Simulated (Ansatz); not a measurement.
# Ta-Al-Ta stack of (111) layers: lattice stability ahead of a resistivity run, part 2 of 3

Question: is the lattice of Ta-Al-Ta stack of (111) layers stable, and if so, what are its coupling constant and resistivity?

Ansatz 0.2.0; DFT PBEsol, scalar-relativistic, plane waves, PAW.

So far: Starting point; Relaxation.

**3. Tight relaxation**

No force is left; the cell is relaxed once more with another smearing and tight thresholds.

Contents of input.yaml:

```yaml
crystal:
  lattice:
    - [2.7925600682, 0.0, 0.0]
    - [-1.3962800341, 2.4184279607, 0.0]
    - [0.0, 0.0, 33.1530758754]
  atoms:
    - { symbol: Ta, position: [0.0, 0.0, 0.1650497186] }
    - { symbol: Al, position: [0.3333333333, 0.6666666667, 0.2364266299] }
    - { symbol: Ta, position: [0.6666666667, 0.3333333333, 0.3078035412] }
  periodic: [true, true, false]
kpoints:
  mp_grid: { grid: [12, 12, 1] }
hamiltonian:
  xc: pbesol
scf:
  occupations: { method: methfessel_paxton, width: 0.2 }
output:
  forces: true
  stress: true
  eigenvalues: true
  write_density: true
  write_potential: true
  elf: true
  volumetric_format: npy
relax:
  adjacent_minimum: "off"
  f_tol: 0.001
  max_steps: 60
  cell: { stress_2d_tol: 0.002 }
```

Run with:

```
> ansatz run input.yaml --threads 4 --pin off --max-ram 16384MiB --backend cpu --events-out ev --progress --plain --runs-dir out
```

Numbers of over 12 decimals in the logs are rounded to 6 here.

The program printed:

```text
[the first part of the log is left out]
  E_paw        = -17000.009609  (= ΣΔE_a)
  E_vpaw       = -233.805657  (= ΣTr[D̂ρ^β])
  E_aug_tail   = 0.000288  (compensation charges beyond the density's cutoff)
  E_ewald      = 29738.718181
  E_core_change = 0.446432  (= ΣΔE_core)
  E_smearing   = -0.002611  (= −TS)
  E_closure    = 0.000000  (closes the sum)
  Σ components = -20134.930415   (vs F -20134.930415, Δ=0.00e0)
[...]
--- 2D stress c σ (N/m, compression-positive) ---
       -0.000183       0.000000       0.000000
        0.000000      -0.000183       0.000000
        0.000000       0.000000      -0.000000
  P = ½ c Tr σ = -0.0002 N/m
--- Band table (eV; the first three rows and the last of 19) ---
[...]
--- Relaxed structure (4 steps of the walk, 3 accepted, 1 SCFs on fresh bases) ---
[...]
cell:  # Å, volume = 223.8232 Å³
    - [2.792064, 0.0, 0]
    - [-1.396032, 2.417998, 0]
    - [0, 0, 33.1530758754]
  atoms:
    - { symbol: Ta, position: [0, 0, 0.165034] }
    - { symbol: Al, position: [0.333333, 0.666667, 0.2364266299] }
    - { symbol: Ta, position: [0.666667, 0.333333, 0.307819] }
```

The job ended after 11 s (4 threads of Arm Neoverse V1, shared host; peak memory 0.55 GiB).

Little changed from the start: no atom moved by 0.005 Å and no cell edge by 0.1 %.

ELF in the ca plane at fractional y = 0.000, with atoms of Ta within 0.2 Å of it. It is the smooth field of the valence electrons, not physical close to the nuclei.

Ten even steps from '0' (0.00) to '9' (0.70), each cell a mean:
```
00000000112139859747986544566677753100000000
00000000123225898347887654333345543100000000
00000000234433453357767874245423442100000000
00000001245665434567656874367522332100000000
00000001235543333467756874256423442100000000
00000000123324786347877764334334543100000000
00000000122238989537986554444556653100000000
00000000112149618847986445677788753100000000
```
Columns run along c (16.0 Å, from fractional 0.00 to 0.48 of the cell), rows up along a (2.8 Å). Atoms in or near the plane, at fractional coordinates: Ta at (0.17, 0.00).

Electrostatic potential energy in the ca plane at fractional y = 0.000, with atoms of Ta within 0.2 Å of it. With pseudopotentials it is smooth inside the atoms' cores, unlike the true potential.

Ten even steps from '0' (-47 eV) to '9' (0 eV), each cell a mean:
```
99999999999861000378888999888889999999999999
99999999999874102588878888876789999999999999
99999999999987556788766788754578999999999999
99999999999998778888655788633468999999999999
99999999999988767888766788643478999999999999
99999999999985323688877888765688999999999999
99999999999862000478888899887889999999999999
99999999999851000278988999988899999999999999
```
Columns run along c (16.0 Å, from fractional 0.00 to 0.48 of the cell; values clipped at the 3rd and 97th percentile), rows up along a (2.8 Å). Atoms in or near the plane, at fractional coordinates: Ta at (0.17, 0.00).

Valence density in the ca plane at fractional y = 0.000, with atoms of Ta within 0.2 Å of it. It is the smooth field of the valence electrons, not physical close to the nuclei.

Ten steps, logarithmic in the rise over the least value, from '0' (0.0 e/Å³) to '9' (4.2 e/Å³), each cell a mean:
```
00000000001258999754333333444432210000000000
00000000001247898644433333455443210000000000
00000000001234665443333344566643210000000000
00000000001234444433333444577643210000000000
00000000001234555443333444567643210000000000
00000000001236787544333334456543210000000000
00000000001248999744433333444432210000000000
00000000001259999854333333444432210000000000
```
Columns run along c (16.0 Å, from fractional 0.00 to 0.48 of the cell), rows up along a (2.8 Å). Atoms in or near the plane, at fractional coordinates: Ta at (0.17, 0.00).

**4. Phonons by linear response: q 2×2×1, k 6×6×1**

Couplings are defined for a stable lattice alone, so phonons come first.

Contents of input.yaml:

```yaml
crystal:
  lattice:
    - [2.7920637425, 0.0, 0.0]
    - [-1.3960318712, 2.41799813, 0.0]
    - [0.0, 0.0, 33.1530758754]
  atoms:
    - { symbol: Ta, position: [0.0, 0.0, 0.1650339095] }
    - { symbol: Al, position: [0.3333333333, 0.6666666667, 0.2364266299] }
    - { symbol: Ta, position: [0.6666666667, 0.3333333333, 0.3078193503] }
  periodic: [true, true, false]
kpoints:
  mp_grid: { grid: [6, 6, 1] }
hamiltonian:
  xc: pbesol
scf:
  occupations: { method: methfessel_paxton, width: 0.2 }
output:
  eigenvalues: true
phonons:
  method: dfpt
  qmesh: [2, 2, 1]
  temperatures: { t_max: 1000, t_step: 50 }
  qpath:
    path:
      - [0.0, 0.0, 0.0]
      - [0.5, 0.0, 0.0]
      - [0.33333333, 0.33333333, 0.0]
      - [0.0, 0.0, 0.0]
    npoints: 10
```

The program printed:

```text
Warning: crystal.symmetry: narrowed to the stabiliser of the run's FFT grids — unitary ops 12 → 6. A phonons.method: dfpt run fills in the rows of the dynamical matrix that it does not solve by its symmetry operations, which is exact only for operations that map its FFT grids onto themselves: filled in by any other, the frequencies could depend on the order in which like atoms are typed, or, by more than the grids' own error, on where the crystal sits among the grids' points. Excluded: 6 operations. The run can therefore solve more perturbations, solve them on more k-points, or both, and cost more. [rest of the remark cut]
[...]
Crystal: 3 atoms, lattice volume = 223.823 Å³
Basis set: ecut = 420 eV, 4431 PW (Γ), exchange–correlation on 40×40×450 points (8 copies of the dense FFT grid, shifted against one another)
Bands: 19, of which v1, the nominal top of the filled ones, is band 15 counted from 1 (14 counted from 0)
Symmetry: 12 space group operations
k-points: 7 of 36 (irreducible under 6 space group operations, time reversal used)
[...]
SCF iter   1: F=—  HF=-20134.934791 eV  |F-HF|=—  |Δ(HF+E_count)|=         —  Δρ=5.88e-3  dr2=2.04e-1  ethr=1.77e-3  ⟨swp⟩=11.7  Hψ=1091  notcnv=0
[...]
SCF iter  11: F=-20134.894834 eV  HF=-20134.894834 eV  |F-HF|=7.02e-10  |Δ(HF+E_count)|=   3.11e-9  S|Δr|=    0.00e0  Δρ=5.36e-8  dr2=3.67e-12  ethr=1.00e-12  ⟨swp⟩=17.1  Hψ=1392  notcnv=0
SCF 1 converged in 11 iterations: F = -20134.894834 eV  dr2 = 3.67e-12
[...]
phonons: the bands overlap, so this run is a metal and interpolates without the dipole-dipole term. If the crystal is really an insulator or semiconductor, its LO-TO splitting is missing
NSCF: frozen V_eff on 7 k-points
WARN: eigensolver did not converge in 2 slots of this pass, the one above among them; of largest residual over every band (k=0): 1 band(s) unlocked (lowest unlocked band 18, counted from 0; max residual 5.26e-3 eV among the unlocked bands, 5.26e-3 eV over every band); of lowest unlocked band (k=0): band 18
[...]
DFPT response loops at q = (0, 0, 0) (fractional): preconditioner auto → none (partly filled bands, converged f_vac=0.702); β = 0.50; Broyden in place of MSR1
[...]
SCF converged after 11 iterations
Stability not checked: this state was not tested for a lower state beside it, because cold or Methfessel-Paxton smearing, or corrected tetrahedra, fill the levels in a way that the test cannot read (fill_not_monotonic; see scf.lower_state_search)
Free energy (F): -20134.894834 eV
[...]
Internal energy: -20134.887713 eV  (E = F + TS)
E sigma→0 (E₀):  -20134.893054 eV
Entropy (-TS):   -0.007122 eV (-2.374 meV/atom)
Fermi energy:    -5.681203 eV
[...]
--- Band table (eV; the first three rows and the last of 7) ---
  k-point 0: bands = [... 11 lower, -7.8327, -5.8722, -5.6726, -4.7590, -4.7590, -4.7576, -4.7576, -1.1056]
  k-point 1: bands = [... 11 lower, -7.4628, -5.8935, -5.8833, -5.7289, -5.6371, -3.6318, -3.6203, -2.8266]
  k-point 2: bands = [... 11 lower, -8.1220, -6.7332, -6.1560, -5.2464, -4.5960, -2.7918, -2.4559, -2.2369]
  k-point 6: bands = [... 11 lower, -7.2781, -5.8031, -5.8031, -5.8030, -5.7937, -5.6151, -5.6151, -1.7448]
--- Phonons (Γ-DFPT): 6 representative perturbations + reference (Σ response iterations 34) ---
  ASR residual: 1.112e-4 → 0.000e0 eV/Å²; symmetrization residual: 5.270e-6 eV/Å²
  The last average, over the group as it would stand without the narrowing to the FFT grids, took up to 6.100e-7 eV/Å² of the zone centre's force constants
  ASR residual per site (eV/Å²): 6.11e-5 1.11e-4 6.06e-5
  Γ frequencies (cm⁻¹): 0.00 0.00 0.00 22.42 22.42 97.91 144.33 144.33 298.29
--- Phonons (arbitrary-q DFPT): 2 irreducible q on the 2×2×1 mesh ---
  q = [0.0000, 0.0000, 0.0000] (star 1, of the zone-centre solve; hermiticity 1.28e-6, symmetrization 4.07e-12, taken by the last average 7.42e-8): -0.00 -0.00 0.00 22.42 22.42 97.91 144.33 144.33 298.29
  q = [0.0000, -0.5000, 0.0000] (star 3, 9 solved perturbations on 13 of 36 k-point pairs; hermiticity 1.49e-5, symmetrization 2.76e-6, taken by the last average 1.40e-7): 82.49 83.70 94.00 99.17 99.44 112.42 207.28 291.86 309.62
  sum rule: each row above includes the acoustic sum rule's correction from the zone centre's row sums; it moved no ω² by more than (1.06 cm⁻¹)²
  mesh force constants: q→R imaginary residual 1.42e-17; ASR residual 1.112e-4 → 0.000e0 eV/Å²; symmetrization residual 7.105e-15 eV/Å²
  interpolated dispersion: 31 rows × 9 modes
  density of states and harmonic sums: on the 26×26×1 q-mesh, interpolated from the force constants of a 2×2×1 supercell (no non-analytic term)
  largest difference from the sums on the solved wave vectors: F 1.42e-1 eV, S 2.01e-4 and C_V 5.97e-5 eV/K
  zero-point energy: 0.077947 eV/cell   skipped modes (ω ≤ 0): 8, of them read as no rigid motion or as one in doubt: 5 (5.325e-2 modes/cell left out, lowest -14.23 cm⁻¹)   left out of the sums: 6.41e-3 of the cell's modes: C_V's classical limit lies that fraction below 3 k_B per atom; for a crystal, a wire or a layer, F and S can be off by more, and a phonons.interpolated_qmesh denser along its periods is the remedy for the sampling
```

Elapsed: 37 s, on 4 threads; peak memory 0.77 GiB.

Numbers from this step:

| Item | Value |
| --- | --- |
| zero point energy | 0.07795 eV/cell |
| share of imaginary modes in the plain interpolation between solved wavevectors | 0.0045 |
| highest frequency, solved or plainly interpolated | 309.6 cm⁻¹ |

Solved on the 2×2×1 mesh alone; all other wavevectors are interpolated. Phonon branches along the path, in cm⁻¹:

```
  point  branch 1  branch 2  branch 3  branch 4  branch 5  branch 6  branch 7  branch 8  branch 9
      Γ         0         0         0        22        22        98       144       144       298
halfway        44        61        71        73        82       103       178       234       301
      M        82        84        94        99        99       112       207       292       310
halfway        87        88        99       101       103       109       230       289       305
      K        93        97        97       104       104       106       268       268       302
halfway        50        71        80        81        86       104       193       246       301
      Γ         0         0         0        22        22        98       144       144       298
```

The phonon branches as a text plot (rows in cm⁻¹):

```
    303 |********************************************************
    289 |               **************
    276 |             **              ***  *******
    262 |                               ***       **
    249 |           **               ***   **       **
    235 |         **               **        **
    222 |                       ***            ***    ***
    209 |       **      ********                  **
    195 |             **                            **   **
    182 |     **  ****                                ***
    168 |   **  **                                       ****
    155 | ******                                           *****
    141 |***                                                 ****
    128 |
    114 |               *************
    101 |********************************************************
     87 |         ******  ****************************
     74 |       ************                   ***  *****
     60 |     **********                          **  *****
     47 |   ********                                **   ****
     33 | ********                                    ***  *****
     20 |*******                                         **  ****
      6 |***                                                    *
     -7 | ****                                             *****
         Γ                   M           K                      Γ
```

The modes has structure finer than the step of the table below, so its rows give means over 10 cm⁻¹, whole bins alone (the curve runs from -23.8 to 329 cm⁻¹). Peaks (cm⁻¹: height): Al 206.7: 0.0216, 282.0: 0.0296, 302.0: 0.107; Ta 100.3: 0.184.

Phonopy on the run's constants, 21x21x1 mesh, Gaussian sigma 2.5 cm⁻¹. Modes against wavenumber; means over each step; values in 1/cm⁻¹/cell:

```
wavenumber (cm⁻¹)       Al       Ta
              -10   1.7e-4  0.00292
                0   1.3e-4  0.00207
               10   2.2e-4  0.00340
               20   4.3e-4  0.00762
               30   5.7e-4   0.0134
               40   6.9e-4   0.0191
               50   7.7e-4   0.0265
               60   8.1e-4   0.0367
               70   8.1e-4   0.0525
               80   7.3e-4   0.0854
               90   8.5e-4    0.110
              100  0.00101    0.167
              110   1.5e-4   0.0636
              120   3.1e-6  0.00145
              130        0        0
              140   9.2e-4   6.4e-5
              150  0.00605   3.8e-4
              160  0.00802   4.0e-4
              170  0.00848   3.3e-4
              180   0.0103   3.3e-4
              190   0.0122   3.0e-4
              200   0.0162   3.4e-4
              210   0.0203   3.5e-4
              220   0.0137   1.8e-4
              230   0.0125   1.2e-4
              240  0.00969   7.7e-5
              250   0.0101   6.1e-5
              260  0.00949   4.3e-5
              270   0.0117   4.4e-5
              280   0.0258   1.1e-4
              290   0.0220   2.6e-4
              300   0.0692  0.00315
              310   0.0254   8.4e-4
              320   8.7e-5   2.3e-6
```

No LO-TO term; unit eigenvectors of the mass-weighted matrix. The modes at Γ (shares of kinetic energy by element, %):

```
mode  frequency (cm⁻¹)  symmetry  Ta %  Al %
   1               0.0   unnamed    93     7
   2               0.0   unnamed    93     7
   3               0.0   unnamed    93     7
   4              22.4        Eg   100     0
   5              22.4        Eg   100     0
   6              97.9       A1g   100     0
   7             144.3        Eu     7    93
   8             144.3        Eu     7    93
   9             298.3       A2u     7    93
```

Displacements in mode 4 (22.4 cm⁻¹), the largest set to 1:
```
Ta1  0.03 -1.00  0.00
Al2  0.00  0.00  0.00
Ta3 -0.03  1.00  0.00
```

Displacements in mode 9 (298.3 cm⁻¹), the largest set to 1:
```
Ta1  0.00  0.00 -0.07
Al2  0.00  0.00  1.00
Ta3  0.00  0.00 -0.07
```

Among the solved wavevectors the lowest mode, translations apart, is 22.4 cm⁻¹, so these are real on this k mesh.

**5. Electron–phonon run: q 3×3×1, k 9×9×1, scattering 18×18×1**

Phonons, couplings and the Boltzmann equation in one run.

input.yaml, as its differences from that of step 4:

```diff
@@ -11,3 +11,3 @@
 kpoints:
-  mp_grid: { grid: [6, 6, 1] }
+  mp_grid: { grid: [9, 9, 1] }
 hamiltonian:
@@ -20,3 +20,3 @@
   method: dfpt
-  qmesh: [2, 2, 1]
+  qmesh: [3, 3, 1]
   temperatures: { t_max: 1000, t_step: 50 }
@@ -29 +29,4 @@
     npoints: 10
+  electrical_resistivity:
+    mesh: [18, 18, 1]
+    temperatures: [20.0, 50.0, 77.0, 100.0, 150.0, 200.0, 300.0, 400.0, 600.0, 800.0]
```

The program printed:

```text
[the first part of the log is left out]
  E_hartree    = 32195.626647
  E_xc         = -471.606653
  E_vxc        = -434.498874  (∫ρ·V_xc dr)
  E_paw        = -17000.030399  (= ΣΔE_a)
  E_vpaw       = -233.846138  (= ΣTr[D̂ρ^β])
  E_aug_tail   = 0.000288  (compensation charges beyond the density's cutoff)
  E_ewald      = 29738.718187
  E_core_change = 0.446432  (= ΣΔE_core)
  E_smearing   = 0.008086  (= −TS)
  E_closure    = -0.000000  (closes the sum)
  Σ components = -20134.945420   (vs F -20134.945420, Δ=0.00e0)
--- Band table (eV; the first three rows and the last of 12) ---
  k-point 0: bands = ["-73.1290", "-73.1290", "-39.8050", "-39.8016", "-38.9094", "-38.9094", "-38.9094", "-38.9094", "-15.1337", "-12.4887", "-10.9104", "-7.8304", "-5.8839", "-5.6791", "-4.7490", "-4.7490", "-4.7477", "-4.7477", "-1.1197"]
  k-point 1: bands = ["-73.1131", "-73.1131", "-39.7787", "-39.7756", "-39.0904", "-39.0904", "-38.9497", "-38.9497", "-14.7995", "-11.9599", "-10.3737", "-7.6227", "-5.8300", "-5.7776", "-5.2902", "-5.2673", "-4.2404", "-4.2344", "-2.2767"]
  k-point 2: bands = ["-73.0727", "-73.0727", "-39.7117", "-39.7092", "-39.5309", "-39.5308", "-39.0501", "-39.0500", "-13.8693", "-10.6902", "-9.1710", "-7.4769", "-6.1512", "-6.1197", "-5.8958", "-5.6105", "-3.1010", "-2.8042", "-2.7774"]
  k-point 11: bands = ["-72.9743", "-72.9743", "-39.9232", "-39.9228", "-39.9196", "-39.9196", "-39.5465", "-39.5465", "-8.3619", "-8.1449", "-8.1449", "-7.2636", "-5.7996", "-5.7990", "-5.7990", "-5.7913", "-5.6160", "-5.6160", "-1.7558"]
--- Phonons (Γ-DFPT): 6 representative perturbations + reference (Σ response iterations 29) ---
  ASR residual: 1.138e-4 → 0.000e0 eV/Å²; symmetrization residual: 9.333e-8 eV/Å²
  The last average, over the group as it would stand without the narrowing to the FFT grids, took up to 2.259e-7 eV/Å² of the zone centre's force constants
  ASR residual per site (eV/Å²): 1.10e-5 1.14e-4 1.09e-5
  Γ frequencies (cm⁻¹): 0.00 0.00 0.00 36.09 36.09 95.07 148.58 148.58 293.60
--- Phonons (arbitrary-q DFPT): 3 irreducible q on the 3×3×1 mesh ---
  q = [0.0000, 0.0000, 0.0000] (star 1, of the zone-centre solve; hermiticity 2.35e-8, symmetrization 4.13e-12, taken by the last average 2.84e-8): -0.00 0.00 0.00 36.09 36.09 95.07 148.58 148.58 293.60
  q = [0.0000, 0.3333, 0.0000] (star 6, 9 solved perturbations on 45 of 81 k-point pairs; hermiticity 2.06e-8, symmetrization 3.59e-10, taken by the last average 2.75e-8): 46.86 51.19 61.29 82.05 135.63 142.80 196.77 285.96 310.07
  q = [0.3333, 0.3333, 0.0000] (star 2, 6 solved perturbations in 192 linear systems a pass and spin channel, the states on 45 of 81 k-point pairs; hermiticity 5.16e-9, symmetrization 1.66e-9, taken by the last average 1.71e-8): 38.32 38.32 146.44 146.44 162.04 177.18 287.13 287.13 305.78
  sum rule: each row above includes the acoustic sum rule's correction from the zone centre's row sums; it moved no ω² by more than (1.07 cm⁻¹)²
  mesh force constants: q→R imaginary residual 0.00e0; ASR residual 1.138e-4 → 0.000e0 eV/Å²; symmetrization residual 8.882e-15 eV/Å²
  interpolated dispersion: 31 rows × 9 modes
  density of states and harmonic sums: on the 27×27×1 q-mesh, interpolated from the force constants of a 3×3×1 supercell (no non-analytic term)
  largest difference from the sums on the solved wave vectors: F 3.58e-2 eV, S 4.93e-5 and C_V 1.35e-5 eV/K
  zero-point energy: 0.082028 eV/cell   skipped modes (ω ≤ 0): 18, of them read as no rigid motion or as one in doubt: 15 (1.728e-1 modes/cell left out, lowest -23.70 cm⁻¹)   left out of the sums: 1.97e-2 of the cell's modes: C_V's classical limit lies that fraction below 3 k_B per atom; for a crystal, a wire or a layer, F and S can be off by more, and a phonons.interpolated_qmesh denser along its periods is the remedy for the sampling
Error: electrical resistivity: the phonon self-energy gives or leaves a mode of imaginary frequency on the scattering mesh, on its own coarse k mesh or nearer the zone's centre than that mesh's first points: phonons.electron_occupations: off takes the phonons by Fourier interpolation alone, which works only if that leaves every mode real on the scattering mesh; apart from that, the mode of lowest frequency at the wavevector [0.0000, 0.1667, 0.0000] is imaginary, -23.96 cm⁻¹ (written negative): every mode at the wavevectors of the force constants' own supercell is real, and this one is interpolated between them; [rest of the remark cut]
The harmonic force constants that this run solved are whole in <dir>
```

The job ended after 2.3 min (4 threads; peak memory 2.6 GiB).

The run ended with an error.

The program's message: “electrical resistivity: the phonon self-energy gives or leaves a mode of imaginary frequency on the scattering mesh, on its own coarse k mesh or nearer the zone's centre than that mesh's first points: …”

The self-energy step leaves a mode imaginary somewhere between the solved wavevectors, and the run stops; that can be an artefact of the interpolation at long waves.

[end of part 2 of 3]

[Logs are printed without paths, hosts, clocks, repeated set-up lines and the standing remarks that a program may print on its own settings, such as how far it seeks lower states.]

[Hosts, paths, dates, database ids (printed as entryN), source tags and the programs' standing remarks are cut or masked in the printed files.]
